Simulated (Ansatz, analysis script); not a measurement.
Records of electronic-structure calculations.

```
! title: MnO (Manganosite): magnetic anisotropy by several levels
! method: r²SCAN with U = 2 eV on Mn d, PAW (library files); spinors with self-consistent spin–orbit coupling, one run a direction (and 2 further levels or steps)
! program: Ansatz 0.2.0 and analysis script 1
! settings of one run: cutoff 500 eV, 6×6×6 k-mesh, Fermi-Dirac occupations, smearing width 0.02 eV, r2SCAN, starting moments 4.3 0 μB
! notes: All of this holds for the ferromagnetic order, the only one run; whether the real compound orders so, or at all, is not tested, and the easy axis hangs on it.
! easy direction among those tried, spin–orbit part: not resolved
! hardest less easiest direction, mesh 6x6x6: 0 meV a cell of 2 atoms
! orbital moment of Mn no. 1 along its axis, moments [001]: 0.0011 μB
CELL_PARAMETERS angstrom
0.00000 2.22300 2.22300
2.22300 0.00000 2.22300
2.22300 2.22300 0.00000
ATOMIC_POSITIONS crystal
Mn 0.00000 0.00000 0.00000
O 0.50000 0.50000 0.50000
```

[Logs and program files are shortened in this print: banners, set-up blocks, solver, clock and traceback lines can be left out without a mark of their own.]

[Logs are printed without paths, hosts, clocks, repeated set-up lines and the standing remarks that a program may print on its own settings, such as how far it seeks lower states.]

[Hosts, paths, dates, database ids (printed as entryN), source tags and the programs' standing remarks are cut or masked in the printed files.]
